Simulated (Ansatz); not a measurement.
## NaBrF6: complex band structure

Aim: relax a made-up compound, NaBrF6, and see how good a tunnel barrier it would be. It is built by putting Na for Cs in the CsBrF6 structure of space group R-3, with the volume rescaled by atomic radii. The parent structure comes from the Materials Project.

Main program and level: Ansatz 0.2.0; PBEsol DFT, plane waves, PAW files, in the first sound run; inputs show where later runs differ.

The structure was built from a prototype and need not be the compound's stable phase.

### 1. The structure

Symmetry: R-3, No. 148, trigonal system. Conventional cell: a = 7.106 Å, b = 7.106 Å, c = 7.219 Å, α = 90.00°, β = 90.00°, γ = 120.00°. Nearest to Na lie 6 F at 2.80 Å. Nearest to Br lie 6 F at 1.71 Å. Nearest to F lie 1 Br at 1.71 Å and 1 Na at 2.80 Å. It derives from CsBrF6. Na for Cs in the CsBrF6 structure of space group R-3. Farther neighbours and most contacts between anions are not listed.

### 2. Cell and atoms at rest

The substituted atoms don't fit the parent's cell, so cell and atoms relax together. A small smearing keeps the run stable in case the gap closes on the way.

File input.yaml:

```yaml
crystal:
  lattice:
    - [3.5528956199, 2.0512652425, 2.4062421483]
    - [-3.5528956199, 2.0512652425, 2.4062421483]
    - [0.0, -4.1025304851, 2.4062421483]
  atoms:
    - { symbol: Na, position: [0.5, 0.5, 0.5] }
    - { symbol: Br, position: [0.0, 0.0, 0.0] }
    - { symbol: F, position: [0.80563274, 0.70085214, 0.07803105] }
    - { symbol: F, position: [0.07803105, 0.80563274, 0.70085214] }
    - { symbol: F, position: [0.70085214, 0.07803105, 0.80563274] }
    - { symbol: F, position: [0.19436726, 0.29914786, 0.92196895] }
    - { symbol: F, position: [0.92196895, 0.19436726, 0.29914786] }
    - { symbol: F, position: [0.29914786, 0.92196895, 0.19436726] }
kpoints:
  mp_grid: { grid: [6, 6, 6] }
scf:
  occupations: { method: gaussian, width: 0.03 }
hamiltonian:
  xc: pbesol
output:
  forces: true
  stress: true
relax:
  f_tol: 0.02
  max_steps: 60
  cell: {}
```

On the command line:

```bash
ansatz run input.yaml --threads 2 --pin off --max-ram 4096MiB --backend cpu --events-out ev --progress --plain --runs-dir out
```

Numbers of over 12 decimals in the logs are rounded to 6 here.

Log:

```text
Engine: ansatz 0.2.0, x86_64-unknown-linux-gnu
Pseudopotentials: kind: paw
Pseudopotential: Na, paw, valence charge 9, recommended cutoff 420 eV (normal), Na.paw.azcp
Pseudopotential: Br, paw, valence charge 7, recommended cutoff 420 eV (normal), Br.paw.azcp
Pseudopotential: F, paw, valence charge 7, recommended cutoff 420 eV (normal), F.paw.azcp
Functional definition: PBEsol
  exchange = pbesol_x
  correlation = pbesol_c
Crystal: 8 atoms, lattice volume = 105.219 Å³
Basis set: ecut = 420 eV, 2025 PW (Γ), exchange–correlation on 64×64×64 points (8 copies of the dense FFT grid, shifted against one another)
Bands: 37, of which v1, the nominal top of the filled ones, is band 29 counted from 1 (28 counted from 0)
Symmetry: 6 space group operations
Space group: R-3 (ITA 148), of the structure as read, at distance tolerance 4.7e-5 Å
k-points: 40 of 216
Non-local potential: Na, projectors of the file, l = 0: 3, l = 1: 2, l = 2: 1
Non-local potential: Br, projectors of the file, l = 0: 2, l = 1: 2, l = 2: 2
Non-local potential: F, projectors of the file, l = 0: 2, l = 1: 2, l = 2: 1
PAW form: soft (Blöchl's): semilocal exchange-correlation on the pseudo side does not see the compensation charge
PAW frozen core: Na, regenerated for the run's functional, and the local potential with it (the file was generated under x = pbe(κ = 0.804, μ = 0.219515), c = pbe(β = 0.066725))
PAW frozen core: Br, regenerated for the run's functional, and the local potential with it (the file was generated under x = pbe(κ = 0.804, μ = 0.219515), c = pbe(β = 0.066725))
PAW frozen core: F, regenerated for the run's functional, and the local potential with it (the file was generated under x = pbe(κ = 0.804, μ = 0.219515), c = pbe(β = 0.066725))
PAW one-centre angular grid: Na, 110 points (default); XC on 64 Gauss nodes
PAW one-centre angular grid: Br, 110 points (default); XC on 64 Gauss nodes
PAW one-centre angular grid: F, 110 points (default); XC on 64 Gauss nodes
Initial density: superposition of atomic densities (neutral atoms: chi_scale 0, normalization atom), corrected by the library's trained network
Initial wavefunctions: pseudopotential atomic-orbital guess
Functional: x = pbesol(κ = 0.804, μ = 0.123457), c = pbesol(β = 0.046)
SCF iter   1: F=—  HF=-9007.120457 eV  |F-HF|=—  |Δ(HF+E_count)|=         —  Δρ=1.09e-2  dr2=6.51e-2  ethr=1.77e-3  ⟨swp⟩=8.9  Hψ=7898  notcnv=0  defer=5
preconditioner: auto → Resta (q_TF=auto, 2.470 Å⁻¹)  ε∞=2.9  [insulator: Δε(μ)=4.421 eV  Ē_g=19.554 eV  σ=0.030 eV  W_gap=1.00  n_scr=24 (ndim 8)  ℏωp=27.1 eV  f_vac=0.198  D(μ)=0.00/eV (n_scr^D=0)  ε∞_Penn≈2.9]
SCF iter   2: F=—  HF=-9007.101024 eV  |F-HF|=—  |Δ(HF+E_count)|=   1.94e-2  Δρ=4.82e-3  dr2=7.74e-3  ethr=1.12e-4  ⟨swp⟩=2.3  Hψ=2698  notcnv=0  defer=142
SCF iter   3: F=—  HF=-9007.099938 eV  |F-HF|=—  |Δ(HF+E_count)|=   1.09e-3  Δρ=1.88e-3  dr2=1.37e-3  ethr=1.33e-5  ⟨swp⟩=2.4  Hψ=2334  notcnv=0  defer=142
SCF iter   4: F=—  HF=-9007.099884 eV  |F-HF|=—  |Δ(HF+E_count)|=   5.36e-5  Δρ=2.47e-4  dr2=1.24e-4  ethr=2.36e-6  ⟨swp⟩=2.3  Hψ=2299  notcnv=0  defer=142
SCF iter   5: F=—  HF=-9007.099895 eV  |F-HF|=—  |Δ(HF+E_count)|=   1.01e-5  Δρ=1.09e-4  dr2=1.40e-5  ethr=2.15e-7  ⟨swp⟩=2.3  Hψ=2339  notcnv=0  defer=142
SCF iter   6: F=—  HF=-9007.099853 eV  |F-HF|=—  |Δ(HF+E_count)|=   4.18e-5  Δρ=2.07e-5  dr2=4.51e-7  ethr=2.41e-8  ⟨swp⟩=2.0  Hψ=2480  notcnv=0  defer=142
SCF iter   7: F=-9007.099853 eV  HF=-9007.099853 eV  |F-HF|=3.80e-8  |Δ(HF+E_count)|=   8.77e-8  Δρ=6.87e-6  dr2=3.56e-8  ethr=1.72e-10  ⟨swp⟩=5.0  Hψ=5817  notcnv=0
SCF 1 converged in 7 iterations: F = -9007.099853 eV  dr2 = 3.56e-8
  greatest PAW one-centre occupation: 0.999 electrons in one spin orbital (limit 2), on the Na atom at site 0 (counted from 0), in its partial waves of l = 0
relax step   1: F+E_penalty+E_count = -9007.09985290 eV  Δ(F+E_penalty+E_count) = +0.000e0 eV  max|allowed force component| = 4.846e0 eV/Å  Δτ_max = 0.0000 Å  P = +31.648 GPa  Ω = 105.219 Å³  (7 SCF iters, dr2 threshold 1.00e-7 eV, accepted)
Crystal: 8 atoms, lattice volume = 105.701 Å³
Basis set: ecut = 420 eV, 2029 PW (Γ), exchange–correlation on 64×64×64 points (8 copies of the dense FFT grid, shifted against one another)
Initial density: handed on by an earlier stage of this run
Initial wavefunctions: those handed on with the density
iter 1 solved again at ethr=3.98e-4 eV; its pass at ethr=3.10e-3 eV (dr2=2.31e-1 eV) is discarded
SCF iter   1: F=—  HF=-9009.490910 eV  |F-HF|=—  |Δ(HF+E_count)|=         —  Δρ=3.36e-2  dr2=2.30e-1  ethr=3.98e-4  ⟨swp⟩=2.0  Hψ=7997  notcnv=0
preconditioner: auto → Resta (q_TF=auto, 2.469 Å⁻¹)  ε∞=3.1  [insulator: Δε(μ)=4.325 eV  Ē_g=18.737 eV  σ=0.030 eV  W_gap=1.00  n_scr=24 (ndim 8)  ℏωp=27.0 eV  f_vac=0.163  D(μ)=0.00/eV (n_scr^D=0)  ε∞_Penn≈3.1]
SCF iter   2: F=—  HF=-9009.425006 eV  |F-HF|=—  |Δ(HF+E_count)|=   6.59e-2  Δρ=1.49e-2  dr2=3.59e-2  ethr=3.96e-4  ⟨swp⟩=2.2  Hψ=2510  notcnv=0
SCF iter   3: F=—  HF=-9009.417993 eV  |F-HF|=—  |Δ(HF+E_count)|=   7.01e-3  Δρ=4.08e-3  dr2=5.57e-3  ethr=6.19e-5  ⟨swp⟩=2.2  Hψ=2556  notcnv=0
SCF iter   4: F=—  HF=-9009.417160 eV  |F-HF|=—  |Δ(HF+E_count)|=   8.33e-4  Δρ=8.35e-4  dr2=2.30e-4  ethr=9.61e-6  ⟨swp⟩=2.0  Hψ=2263  notcnv=0
SCF iter   5: F=—  HF=-9009.417273 eV  |F-HF|=—  |Δ(HF+E_count)|=   1.13e-4  Δρ=1.10e-4  dr2=8.81e-6  ethr=3.96e-7  ⟨swp⟩=2.8  Hψ=2794  notcnv=0
SCF iter   6: F=-9009.417281 eV  HF=-9009.417281 eV  |F-HF|=1.98e-7  |Δ(HF+E_count)|=   7.82e-6  Δρ=2.21e-5  dr2=3.45e-7  ethr=1.38e-9  ⟨swp⟩=5.0  Hψ=5804  notcnv=0
SCF 2 converged in 6 iterations: F = -9009.417281 eV  dr2 = 3.45e-7
relax step   2: F+E_penalty+E_count = -9009.41728113 eV  Δ(F+E_penalty+E_count) = -2.317e0 eV  max|allowed force component| = 1.590e0 eV/Å  Δτ_max = 0.1273 Å  P = +11.278 GPa  Ω = 105.701 Å³  energy of the carried Pulay correction = -2.104e-3 eV  (6 SCF iters, dr2 threshold 8.00e-7 eV, accepted)
Crystal: 8 atoms, lattice volume = 110.196 Å³
Basis set: ecut = 420 eV, 2149 PW (Γ), exchange–correlation on 64×64×64 points (8 copies of the dense FFT grid, shifted against one another)
iter 1 solved again at ethr=5.52e-4 eV; its pass at ethr=3.10e-3 eV (dr2=3.20e-1 eV) is discarded
SCF iter   1: F=—  HF=-9009.874840 eV  |F-HF|=—  |Δ(HF+E_count)|=         —  Δρ=3.95e-2  dr2=3.20e-1  ethr=5.52e-4  ⟨swp⟩=1.5  Hψ=7717  notcnv=0
preconditioner: auto → Resta (q_TF=auto, 2.452 Å⁻¹)  ε∞=3.2  [insulator: Δε(μ)=3.770 eV  Ē_g=18.029 eV  σ=0.030 eV  W_gap=1.00  n_scr=24 (ndim 8)  ℏωp=26.5 eV  f_vac=0.175  D(μ)=0.00/eV (n_scr^D=0)  ε∞_Penn≈3.2]
[...]
relax step  11: F+E_penalty+E_count = -9009.87501111 eV  Δ(F+E_penalty+E_count) = -1.036e-3 eV  max|allowed force component| = 4.395e-3 eV/Å  Δτ_max = 0.0221 Å  P = +0.019 GPa  Ω = 107.461 Å³  energy of the carried Pulay correction = -9.716e-3 eV  (9 SCF iters, accepted)
relax step  12: F+E_penalty+E_count = -9009.89730059 eV  Δ(F+E_penalty+E_count) = -2.229e-2 eV  max|allowed force component| = 4.586e-3 eV/Å  Δτ_max = 0.0000 Å  P = +0.437 GPa  Ω = 107.461 Å³  stress off target by 6.72e-1 GPa  SCF on the basis re-selected at this cell (its energy is not comparable with the rows above)  (7 SCF iters)
relax step  13: F+E_penalty+E_count = -9009.89123792 eV  Δ(F+E_penalty+E_count) = +6.063e-3 eV  max|allowed force component| = 6.440e-3 eV/Å  Δτ_max = 0.0155 Å  P = -0.060 GPa  Ω = 109.768 Å³  energy of the carried Pulay correction = -1.191e-2 eV  (6 SCF iters, dr2 threshold 8.00e-7 eV, accepted)
relax step  14: F+E_penalty+E_count = -9009.89238163 eV  Δ(F+E_penalty+E_count) = -1.144e-3 eV  max|allowed force component| = 3.175e-3 eV/Å  Δτ_max = 0.0127 Å  P = -0.048 GPa  Ω = 109.730 Å³  energy of the carried Pulay correction = -1.184e-2 eV  (6 SCF iters, dr2 threshold 1.25e-7 eV, accepted)
relax step  15: F+E_penalty+E_count = -9009.89318315 eV  Δ(F+E_penalty+E_count) = -8.015e-4 eV  max|allowed force component| = 3.987e-3 eV/Å  Δτ_max = 0.0046 Å  P = +0.023 GPa  Ω = 109.593 Å³  energy of the carried Pulay correction = -1.116e-2 eV  (6 SCF iters, dr2 threshold 3.82e-8 eV, accepted)
relax step  16: F+E_penalty+E_count = -9009.89296338 eV  Δ(F+E_penalty+E_count) = +2.198e-4 eV  max|allowed force component| = 6.853e-5 eV/Å  Δτ_max = 0.0005 Å  P = +0.000 GPa  Ω = 109.637 Å³  energy of the carried Pulay correction = -1.139e-2 eV  (5 SCF iters, dr2 threshold 9.05e-9 eV, accepted)
relax step  17: F+E_penalty+E_count = -9009.90692835 eV  Δ(F+E_penalty+E_count) = -1.396e-2 eV  max|allowed force component| = 1.115e-3 eV/Å  Δτ_max = 0.0000 Å  P = +0.087 GPa  Ω = 109.637 Å³  stress off target by 1.97e-1 GPa  SCF on the basis re-selected at this cell (its energy is not comparable with the rows above)  (6 SCF iters)
relax step  18: F+E_penalty+E_count = -9009.90594736 eV  Δ(F+E_penalty+E_count) = +9.810e-4 eV  max|allowed force component| = 2.642e-3 eV/Å  Δτ_max = 0.0108 Å  P = +0.032 GPa  Ω = 110.089 Å³  energy of the carried Pulay correction = -2.232e-3 eV  (6 SCF iters, dr2 threshold 9.71e-8 eV, accepted)
relax step  19: F+E_penalty+E_count = -9009.90462714 eV  Δ(F+E_penalty+E_count) = +1.320e-3 eV  max|allowed force component| = 3.831e-4 eV/Å  Δτ_max = 0.0039 Å  P = +0.004 GPa  Ω = 110.380 Å³  energy of the carried Pulay correction = -3.661e-3 eV  (6 SCF iters, dr2 threshold 7.17e-9 eV, accepted)
relax step  20: F+E_penalty+E_count = -9009.90908563 eV  Δ(F+E_penalty+E_count) = -4.458e-3 eV  max|allowed force component| = 7.615e-4 eV/Å  Δτ_max = 0.0000 Å  P = +0.031 GPa  Ω = 110.380 Å³  stress off target by 8.54e-2 GPa  SCF on the basis re-selected at this cell (its energy is not comparable with the rows above)  (6 SCF iters)
relax step  21: F+E_penalty+E_count = -9009.90803771 eV  Δ(F+E_penalty+E_count) = +1.048e-3 eV  max|allowed force component| = 7.658e-4 eV/Å  Δτ_max = 0.0072 Å  P = +0.013 GPa  Ω = 110.660 Å³  energy of the carried Pulay correction = -1.372e-3 eV  (6 SCF iters, dr2 threshold 1.83e-8 eV, accepted)
iter 1 solved again at ethr=6.46e-8 eV; its pass at ethr=3.10e-3 eV (dr2=3.75e-5 eV) is discarded
SCF iter   1: F=—  HF=-9009.908862 eV  |F-HF|=—  |Δ(HF+E_count)|=         —  Δρ=8.34e-5  dr2=4.54e-7  ethr=6.46e-8  ⟨swp⟩=4.1  Hψ=12455  notcnv=0
preconditioner: auto → Resta (q_TF=auto, 2.450 Å⁻¹)  ε∞=3.1  [insulator: Δε(μ)=3.654 eV  Ē_g=18.072 eV  σ=0.030 eV  W_gap=1.00  n_scr=24 (ndim 8)  ℏωp=26.4 eV  f_vac=0.164  D(μ)=0.00/eV (n_scr^D=0)  ε∞_Penn≈3.1]
SCF iter   2: F=—  HF=-9009.908942 eV  |F-HF|=—  |Δ(HF+E_count)|=   8.07e-5  Δρ=4.16e-5  dr2=1.17e-7  ethr=7.84e-10  ⟨swp⟩=2.0  Hψ=2640  notcnv=0
SCF iter   3: F=—  HF=-9009.908966 eV  |F-HF|=—  |Δ(HF+E_count)|=   2.39e-5  Δρ=9.23e-6  dr2=3.37e-8  ethr=2.01e-10  ⟨swp⟩=2.0  Hψ=2210  notcnv=0
SCF iter   4: F=—  HF=-9009.908967 eV  |F-HF|=—  |Δ(HF+E_count)|=   5.21e-7  Δρ=9.34e-7  dr2=2.81e-10  ethr=5.81e-11  ⟨swp⟩=2.0  Hψ=2079  notcnv=0
SCF iter   5: F=-9009.908967 eV  HF=-9009.908967 eV  |F-HF|=6.18e-11  |Δ(HF+E_count)|=   1.55e-9  Δρ=2.30e-7  dr2=3.71e-11  ethr=1.00e-12  ⟨swp⟩=5.0  Hψ=5781  notcnv=0
SCF 22 converged in 5 iterations: F = -9009.908967 eV  dr2 = 3.71e-11
relax step  22: F+E_penalty+E_count = -9009.90896657 eV  Δ(F+E_penalty+E_count) = -9.289e-4 eV  max|allowed force component| = 8.888e-4 eV/Å  Δτ_max = 0.0000 Å  P = +0.021 GPa  Ω = 110.660 Å³  stress off target by 4.61e-2 GPa  SCF on the basis re-selected at this cell (its energy is not comparable with the rows above)  (5 SCF iters)
basis re-selected at this cell: Δ(F+E_penalty+E_count) = -9.289e-4 eV, ΔP = +0.008 GPa vs the last step (what re-selecting the basis moved, of the pressure what is left beyond the Pulay correction that the steps carried, after the strain that the cell walked since its last selection, with what the two solves' SCF thresholds leave and, on support functions, any second-order correction that the steps lacked; it is no m [...]
SCF converged after 5 iterations
Free energy (F): -9009.908967 eV
Harris-Foulkes:  -9009.908967 eV  (|F-HF|=6.18e-11)
Internal energy: -9009.908967 eV  (E = F + TS)
E sigma→0 (E₀):  -9009.908967 eV
Fermi energy:    2.841383 eV
--- Per-component energies (eV) ---
  E_band       = -564.100301
  E_kinetic    = 1474.897174
  E_local      = -5147.789632  (includes V_loc(G=0)·N_el)
  E_nonlocal   = 629.351672
  E_hartree    = 1837.821101
  E_xc         = -762.971773
  E_vxc        = -751.663310  (∫ρ·V_xc dr)
  E_paw        = -3618.188369  (= ΣΔE_a)
  E_vpaw       = -444.550543  (= ΣTr[D̂ρ^β])
  E_aug_tail   = 0.011957  (compensation charges beyond the density's cutoff)
  E_ewald      = -3423.442716
  E_core_change = 0.401620  (= ΣΔE_core)
  E_smearing   = -0.000000  (= −TS)
  E_closure    = 0.000000  (closes the sum)
  Σ components = -9009.908967   (vs F -9009.908967, Δ=0.00e0)
--- Forces (eV/Å), atoms counted from 1 ---
  atom   1  Na     0.00000000     0.00000000     0.00000000
  atom   2  Br     0.00000000     0.00000000     0.00000000
  atom   3  F      0.00034880     0.00082486    -0.00002502
  atom   4  F     -0.00088875    -0.00011037    -0.00002502
  atom   5  F      0.00053996    -0.00071450    -0.00002502
  atom   6  F     -0.00034880    -0.00082486     0.00002502
  atom   7  F      0.00088875     0.00011037     0.00002502
  atom   8  F     -0.00053996     0.00071450     0.00002502
  max |Σ_I F_I| component: 2.82e-18 eV/Å
--- Stress (GPa, compression-positive) ---
        0.046092       0.000000       0.000000
       -0.000000       0.046092       0.000000
        0.000000       0.000000      -0.029228
  P = ⅓ Tr σ = 0.0210 GPa (0.210 kbar)
--- Relaxed structure (18 steps of the walk, 16 accepted, 4 SCFs on fresh bases) ---
  F+E_penalty+E_count = -9009.90896657 eV   max|allowed force component| = 8.888e-4 eV/Å   (the final SCF, on the basis selected at the relaxed cell)
  cell:  # Å, volume = 110.6596 Å³
    - [3.742801, 2.160907, 2.280368]
    - [-3.742801, 2.160907, 2.280368]
    - [-1.5122828882309387e-19, -4.321814, 2.280368]
  atoms:
    - { symbol: Na, position: [0.500000, 0.500000, 0.5] }
    - { symbol: Br, position: [1.1524026181582924e-18, -1.8744046536781843e-18, -1.454857741270377e-18] }
    - { symbol: F, position: [0.755259, 0.684591, 0.060996] }
    - { symbol: F, position: [0.060996, 0.755259, 0.684591] }
    - { symbol: F, position: [0.684591, 0.060996, 0.755259] }
    - { symbol: F, position: [0.244741, 0.315409, 0.939004] }
    - { symbol: F, position: [0.939004, 0.244741, 0.315409] }
    - { symbol: F, position: [0.315409, 0.939004, 0.244741] }
```

Elapsed: 49 s, on 2 threads of Intel Xeon Platinum 8488C (Sapphire Rapids), shared host; peak memory 0.52 GiB.

Step by step:

```csv
step,energy less that of the first step (eV),largest force component (eV/Å),pressure (GPa),volume (Å³)
1,0.0000,4.8459,31.65,105.22
2,-2.3174,1.5895,11.28,105.70
3,-2.7350,0.1489,0.10,110.20
4,-2.7446,0.0960,-0.03,109.78
5,-2.7614,0.0530,0.38,108.30
6,-2.7633,0.0383,0.20,108.36
7,-2.7696,0.0378,0.24,107.90
8,-2.7518,0.2408,-1.40,106.95
9,-2.7741,0.0051,0.00,107.61
10,-2.7754,0.0219,-0.12,107.29
11,-2.7752,0.0044,0.02,107.46
12*,-2.7974,0.0046,0.44,107.46
13,-2.7914,0.0064,-0.06,109.77
14,-2.7925,0.0032,-0.05,109.73
15,-2.7933,0.0040,0.02,109.59
16,-2.7931,0.0001,0.00,109.64
17*,-2.8071,0.0011,0.09,109.64
18,-2.8061,0.0026,0.03,110.09
19,-2.8048,0.0004,0.00,110.38
20*,-2.8092,0.0008,0.03,110.38
21,-2.8082,0.0008,0.01,110.66
22*,-2.8091,0.0009,0.02,110.66
```

Relaxation steps marked * repeat the geometry before them on a plane-wave basis chosen anew for their cell, so energy and pressure can jump there. Relaxation steps 8, 10 were tried and not accepted.

The run keeps the 6 symmetry operations that it works with, so distortions that break them were not tested.

```
conventional cell, symmetrised  before  after  change
                         a (Å)   7.106  7.486  +5.3 %
                         b (Å)   7.106  7.486  +5.3 %
                         c (Å)   7.219  6.841  -5.2 %
              volume (Å³/atom)   13.15  13.83  +5.2 %
```

The atoms that moved most (Å, as changes of fractional coordinates times the final cell):

```
atom      dx      dy      dz  length
  F6   0.128   0.070   0.191   0.240
  F3  -0.128  -0.070  -0.191   0.240
  F5   0.003   0.146  -0.191   0.240
  F7  -0.125   0.075   0.191   0.240
  F8  -0.003  -0.146   0.191   0.240
  F4   0.125  -0.075  -0.191   0.240
```

Numbers from this step:

- free energy: -9009.9090 eV
- Fermi energy: 2.841 eV
- pressure: 0.02099 GPa

The largest force component on a free atom ends at 8.9e-4 eV/Å.

(Part 1 of 3 ends here.)

[Logs are printed without paths, hosts, clocks, repeated set-up lines and the standing remarks that a program may print on its own settings, such as how far it seeks lower states.]

[Hosts, paths, dates, database ids (printed as entryN), source tags and the programs' standing remarks are cut or masked in the printed files.]
